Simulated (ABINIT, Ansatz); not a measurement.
**A GW chain in ABINIT: ScHO2 (R-3m)**

Wanted: ground state, empty states, screening and self-energy for ScHO2 (R-3m).

Main program and level: ABINIT 10.8.3; PBEsol and many-body steps on it, plane waves.

**1. Starting point**

It takes space group R-3m (No. 166, trigonal). The conventional cell has a = 3.233 Å, b = 3.233 Å, c = 13.593 Å, α = 90.00°, β = 90.00°, γ = 120.00°. Sc has 6 O at 2.14 Å nearest. Nearest to H lie 2 O at 1.22 Å. O has 1 H at 1.22 Å and 3 Sc at 2.14 Å nearest. Farther neighbours, and contacts between anions beyond the nearest, are not listed.

The cell and positions are those that the Materials Project relaxed with its own functionals (PBE, PBE+U or r2SCAN), kept fixed.

**2. Ground state**

This step: ABINIT 10.8.3; DFT, PBEsol, plane waves, norm-conserving pseudopotentials.

The ground-state density comes first.

Contents of run.abi:

```
acell 3*1.0 Angstrom
rprim 
  1.616589043500 0.933338119408 4.530924155205
  -1.616589043500 0.933338119408 4.530924155205
  0.000000000000 -1.866676238893 4.530924155189
ntypat 3
znucl 21 1 8
natom 4
typat 1 2 3 3
xred 
  0.000000000000 0.000000000000 0.000000000000
  0.500000000000 0.500000000000 0.500000000000
  0.589701000000 0.589701000000 0.589701000000
  0.410299000000 0.410299000000 0.410299000000
pp_dirpath "pseudos"
pseudos "Sc.upf, H.upf, O.upf"
ecut 36
ngkpt 8 8 8
nshiftk 1
shiftk 0 0 0
kptopt 1
chksymbreak 0
nband 18
occopt 1
tolvrs 1e-10
nstep 60
prtwf 0
optforces 0
optstress 0
indata_prefix "in"
outdata_prefix "out"
tmpdata_prefix "tmp"
```

On the command line:

```bash
$ OMP_NUM_THREADS=1 mpirun -n 4 abinit run.abi > log
```

The program printed:

```text
.Version 10.8.3 of ABINIT. v10.8.2 released Aug 2026.

 Symmetries : space group R-3 m (#166); Bravais hR (rhombohedral)
================================================================================
 Values of the parameters that define the memory need of the present run
     intxc =       0    ionmov =       0      iscf =       7    lmnmax =       6
     lnmax =       6     mgfft =      50  mpssoang =       3    mqgrid =    3001
     natom =       4  nloc_mem =       1    nspden =       1   nspinor =       1
    nsppol =       1      nsym =      12    n1xccc =    2501    ntypat =       3
    occopt =       1   xclevel =       2
-    mband =          18        mffmem =           1         mkmem =          17
       mpw =        2872          nfft =      125000          nkpt =          65
================================================================================
  Rough estimation (10% accuracy) of disk space for files :
================================================================================

--------------------------------------------------------------------------------
------------- Echo of variables that govern the present computation ------------
--------------------------------------------------------------------------------
 -outvars: echo values of preprocessed input variables --------
            acell      1.8897261259E+00  1.8897261259E+00  1.8897261259E+00 Bohr

      chksymbreak           0
             ecut      3.60000000E+01 Hartree
-          fftalg         312

              ixc     -116133
              kpt      0.00000000E+00  0.00000000E+00  0.00000000E+00
                       1.25000000E-01  0.00000000E+00  0.00000000E+00
                       2.50000000E-01  0.00000000E+00  0.00000000E+00
                       3.75000000E-01  0.00000000E+00  0.00000000E+00
                       5.00000000E-01  0.00000000E+00  0.00000000E+00
                       1.25000000E-01  1.25000000E-01  0.00000000E+00
                       2.50000000E-01  1.25000000E-01  0.00000000E+00
                       3.75000000E-01  1.25000000E-01  0.00000000E+00
                       5.00000000E-01  1.25000000E-01  0.00000000E+00
   [... 39 further rows ...]
                       5.00000000E-01  2.50000000E-01  2.50000000E-01
                      -3.75000000E-01  2.50000000E-01  2.50000000E-01
                       outvar_i_n : Printing only first  50 k-points.
         kptrlatt        8    0    0      0    8    0      0    0    8
          kptrlen      4.88785688E+01
P           mkmem          17
            natom           4
            nband          18
            ngfft          50      50      50
             nkpt          65
            nstep          60
             nsym          12
           ntypat           3
              occ      2.000000  2.000000  2.000000  2.000000  2.000000  2.000000
                       2.000000  2.000000  2.000000  2.000000  2.000000  2.000000
                       0.000000  0.000000  0.000000  0.000000  0.000000  0.000000
        optforces           0
        optstress           0
            prtwf           0
            rprim      1.6165890435E+00  9.3333811941E-01  4.5309241552E+00
[...]
spgroup         166

           tolvrs      1.00000000E-10

             xred      0.0000000000E+00  0.0000000000E+00  0.0000000000E+00
[...]
znucl       21.00000    1.00000    8.00000

================================================================================

 chkinp: Checking input parameters for consistency.

================================================================================
== DATASET  1 ==================================================================
-   mpi_nproc: 4, omp_nthreads: 1 (-1 if OMP is not activated)

--- !DatasetInfo
iteration_state: {dtset: 1, }
dimensions: {natom: 4, nkpt: 65, mband: 18, nsppol: 1, nspinor: 1, nspden: 1, mpw: 2872, }
cutoff_energies: {ecut:  36.0, pawecutdg:  -1.0, }
electrons: {nelect:   2.40000000E+01, charge:   0.00000000E+00, occopt:   1.00000000E+00, tsmear:   1.00000000E-02, }

 Real(R)+Recip(G) space primitive vectors, cartesian coordinates (Bohr,Bohr^-1):
 R(1)=  3.0549106  1.7637534  8.5622058  G(1)=  0.1636709  0.0944954  0.0389308
 R(2)= -3.0549106  1.7637534  8.5622058  G(2)= -0.1636709  0.0944954  0.0389308
 R(3)=  0.0000000 -3.5275069  8.5622058  G(3)=  0.0000000 -0.1889909  0.0389308
 Unit cell volume ucvol=  2.7680458E+02 bohr^3
 Angles (23,13,12)=  3.85242399E+01  3.85242399E+01  3.85242399E+01 degrees

 getcut: wavevector=  0.0000  0.0000  0.0000  ngfft=  50  50  50
         ecut(hartree)=     36.000   => boxcut(ratio)=   2.00017

--- Pseudopotential description ------------------------------------------------
- Sc Generated using ONCVPSP code by D. R. Hamann
- 21.00000  11.00000  180301                  znucl, zion, pspdat
12 -116133 2 -1 1642                          pspcod,pspxc,lmax,lloc,mmax
     nproj     2     2     2
  pspatm : epsatm=   13.58981452
         --- l  ekb(1:nproj) -->
[...]
pspatm: atomic psp has been read  and splines computed

- H Generated using ONCVPSP code by D. R. Hamann
-  1.00000   1.00000  180301                  znucl, zion, pspdat
12 -116133 1 -1 1180                          pspcod,pspxc,lmax,lloc,mmax
     nproj     2     1     0
  pspatm : epsatm=    0.35585368
         --- l  ekb(1:nproj) -->
[...]
1   -0.494138
 pspatm: atomic psp has been read  and splines computed

- O Generated using ONCVPSP code by D. R. Hamann
-  8.00000   6.00000  180301                  znucl, zion, pspdat
12 -116133 2 -1 936                           pspcod,pspxc,lmax,lloc,mmax
     nproj     2     2     1
  pspatm : epsatm=    6.22910120
         --- l  ekb(1:nproj) -->
[...]
2   -1.335834
 pspatm: atomic psp has been read  and splines computed

   6.33692894E+02                                ecore*ucvol(ha*bohr**3)
--------------------------------------------------------------------------------

_setup2: Arith. and geom. avg. npw (full set) are    2855.119    2855.109

================================================================================

--- !BeginCycle
iteration_state: {dtset: 1, }
solver: {iscf: 7, nstep: 60, nline: 4, wfoptalg: 0, }
tolerances: {tolvrs: 1.00E-10, }

     iter   Etot(hartree)      deltaE(h)  residm     vres2
 ETOT  1  -81.814769    -8.181E+01 1.622E-01 1.680E+03
 ETOT  2  -81.218713     5.961E-01 9.207E-02 6.555E+03
 ETOT  3  -82.085824    -8.671E-01 1.966E-02 1.250E+02
 ETOT  4  -82.094483    -8.659E-03 1.933E-02 2.791E+01
 ETOT  5  -82.097243    -2.760E-03 3.470E-03 3.526E-01
 ETOT  6  -82.097288    -4.517E-05 2.160E-03 6.395E-02
 ETOT  7  -82.097294    -5.516E-06 2.858E-04 9.035E-04
 ETOT  8  -82.097294    -1.826E-09 2.310E-04 6.431E-04
 ETOT  9  -82.097294    -4.433E-08 2.932E-05 3.377E-05
 ETOT 10  -82.097294    -2.598E-09 3.204E-05 4.938E-07
 ETOT 11  -82.097294    -3.422E-11 9.422E-06 1.125E-09
 ETOT 12  -82.097294     1.464E-12 1.048E-05 2.890E-11

 At SCF step   12       vres2   =  2.89E-11 < tolvrs=  1.00E-10 =>converged.

--- !ResultsGS
iteration_state: {dtset: 1, }
comment   : Summary of ground state results
lattice_vectors:
- [  3.0549106,   1.7637534,   8.5622058, ]
- [ -3.0549106,   1.7637534,   8.5622058, ]
- [  0.0000000,  -3.5275069,   8.5622058, ]
lattice_lengths: [   9.26038,    9.26038,    9.26038, ]
lattice_angles: [ 38.524,  38.524,  38.524, ] # degrees, (23, 13, 12)
lattice_volume:   2.7680458E+02
convergence: {deltae:  1.464E-12, res2:  2.890E-11, residm:  1.048E-05, diffor:  0.000E+00, }
etotal    :  -8.20972937E+01
entropy   :   0.00000000E+00
fermie    :   1.17004614E-01
cartesian_stress_tensor: null
pressure_GPa: null
xred      :
- [  0.0000E+00,   0.0000E+00,   0.0000E+00, Sc]
- [  5.0000E-01,   5.0000E-01,   5.0000E-01,  H]
- [  5.8970E-01,   5.8970E-01,   5.8970E-01,  O]
- [  4.1030E-01,   4.1030E-01,   4.1030E-01,  O]
cartesian_forces: null
force_length_stats: {min: null, max: null, mean: null, }

 Integrated electronic density in atomic spheres:
 ------------------------------------------------
 Atom  Sphere_radius  Integrated_density
[...]
4        2.00000          6.30552395
================================================================================

 ----iterations are completed or convergence reached----

 Mean square residual over all n,k,spin=   19.207E-09; max=  10.480E-06
 reduced coordinates (array xred) for    4 atoms
       0.000000      0.000000      0.000000
       0.500000      0.500000      0.500000
       0.589701      0.589701      0.589701
       0.410299      0.410299      0.410299
 rms dE/dt=  0.0000E+00; max dE/dt=  0.0000E+00; dE/dt below (all hartree)
    1       0.000000      0.000000      0.000000
    2       0.000000      0.000000      0.000000
    3       0.000000      0.000000      0.000000
    4       0.000000      0.000000      0.000000

 cartesian coordinates (angstrom) at end:
    1      0.000000     0.000000     0.000000
    2      0.000000    -3.85e-11     6.796386
    3     -0.000000    -4.541e-11     8.015672
    4      0.000000    -3.159e-11     5.577101
 length scales=  1.889726  1.889726  1.889726 bohr
              =  1.000000  1.000000  1.000000 angstroms
 prteigrs : about to open file out_EIG
 Fermi (or HOMO) energy (hartree) =   0.11700   Average Vxc (hartree)=  -0.38400
 Eigenvalues (hartree) for nkpt=  65  k points:
 kpt#   1, nband= 18, wtk=  0.00195, kpt=  0.0000  0.0000  0.0000 (reduced coord)
  -1.61550   -0.83857   -0.82616   -0.82616   -0.52432   -0.44264   -0.11845    0.03473
   0.03473    0.09625    0.09625    0.11105    0.28680    0.29297    0.29297    0.33827
   0.40456    0.40456
 prteigrs : prtvol=0 or 1, do not print more k-points.

--- !EnergyTerms
iteration_state     : {dtset: 1, }
comment             : Components of total free energy in Hartree
kinetic             :  4.010560E+01
hartree             :  2.201957E+01
xc                  : -1.666170E+01
Ewald energy        : -5.393264E+01
psp_core            :  2.289315E+00
local_psp           : -7.306765E+01
non_local_psp       : -2.849793E+00
total_energy        : -8.209729E+01
total_energy_eV     : -2.233981E+03
band_energy         : -9.764187E+00

== END DATASET(S) ==============================================================
================================================================================

 -outvars: echo values of variables after computation  --------
           etotal     -8.2097293663E+01
            nband          18
             nkpt          65
          spgroup         166
 [... the other variables as echoed above ...]

 Calculation completed.
```

Wall time 97 s (4 MPI ranks of Arm Neoverse N1, shared host); peak memory 0.44 GiB; 6.4 min of CPU time.

Read from the output:

* total energy: -2233.9812 eV
* gap: 3.958 eV
* k of the valence top: -0.125, 0.125, 0
* k of the conduction bottom: 0.5, 0.5, 0
* least direct gap: 4.372 eV

The gap is indirect, with the least direct gap 0.41 eV higher.

(Part 1 of 3 ends here.)

[Long decimals in the printed logs are rounded to 6 places.]

[Logs are printed without paths, hosts, clocks, repeated set-up lines and the standing remarks that a program may print on its own settings, such as how far it seeks lower states.]

[Paths, hosts, dates, memory and timing lines, banners, echoed tables and standing remarks are left out of the program output; an Ansatz launch command may be rebuilt from the run's recorded settings. Measured values are a selection of at most five: reports struck by readers or far from the other reports are left out. None is set beside runs whose start may be inverted or whose files or cutoffs have a known fault.]

[Runs of the session that timed out or met a known fault of the program may be left out.]

[Hosts, paths, dates, database ids (printed as entryN), source tags and the programs' standing remarks are cut or masked in the printed files.]

[G0W0 gaps are taken among the corrected bands and points alone; a level outside them can change the order at an edge.]

[Where Ansatz stands beside ABINIT at settings called matched, ABINIT's density can come from a denser mesh and the files from another edition; pairs whose starting gaps differed by over 0.03 eV were left out, so agreement reads better than it is.]
